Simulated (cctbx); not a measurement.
**Symmetry from intensities**

Cell: a = 4.2230 Å, b = 4.2230 Å, c = 4.2230 Å, α = 90.00°, β = 90.00°, γ = 90.00°. Expected content of the cell: Yb1 Rh3 N1.

Simulated single-crystal data (cctbx): Ga Kα, λ = 1.3414 Å, to d = 0.8 Å, 95 % of the full sphere, strongest reflection 70000 counts, noise from counting, a 1.5 % proportional error and a noise floor of 15 counts (s.d.); no absorption.

Tests on the unmerged data give:

```text
592 reflections to d = 0.813 A
centring   violations  <I/sigma> of those
    A        287 of   287     14.1
    B        286 of   286     14.1
    C        291 of   291     14.1
    I        286 of   286     25.8
    R        394 of   394     27.2
    F        432 of   432     14.1
Laue class    unique    Rint  (classes that these axes allow; Friedel mates merged)
P -1              307   0.011
P 1 2/m 1         179   0.012
P 1 1 2/m         179   0.013
P 2/m 1 1         179   0.012
P m m m           114   0.013
P 4/m              92   0.013
P 4/m m m          67   0.013
R -3 :R           105   0.012
R -3 m :R          70   0.013
P m -3             40   0.014
P m -3 m           30   0.014
space group    extra absences  I>4sigma  <I/sigma>
P 4 3 2                 0          0         -  acentric
P -4 3 m                0          0         -  acentric
P m -3 m                0          0         -  centric
Wilson B = 0.77 A^2   <|E^2-1|> = 0.857 (0.968 centric, 0.736 acentric)   E^2>4: 0.0 %
shell (A)         n   <I/sigma>
 4.22 - 1.17     13    114.7
 1.17 - 0.93      8    132.2
 0.93 - 0.81      9    115.6
```

**Question.** What are the lattice type, the Laue class and the likely space group?

Every centring test has many violations, so the lattice is primitive.

Rint stays low (0.011 to 0.014) up to P m -3 m, the highest class in these axes.

3 settings pass the absence test. No glide or screw absences show, which leaves P 4 3 2, P -4 3 m and P m -3 m.

⟨|E²−1|⟩ = 0.857 lies between the two ideal values. The Wilson B of 0.77 Å² means U ≈ 0.0098 Å².

The true group is Pm-3m (no. 221), Laue class m-3m, centrosymmetric. The tables only narrow the choice to the tied entries; cell content, site symmetry and trial solutions must settle it.

This is a model crystal, built by substitution and not relaxed, with assumed displacement parameters.

[Logs are printed without paths, hosts, clocks, repeated set-up lines and the standing remarks that a program may print on its own settings, such as how far it seeks lower states.]
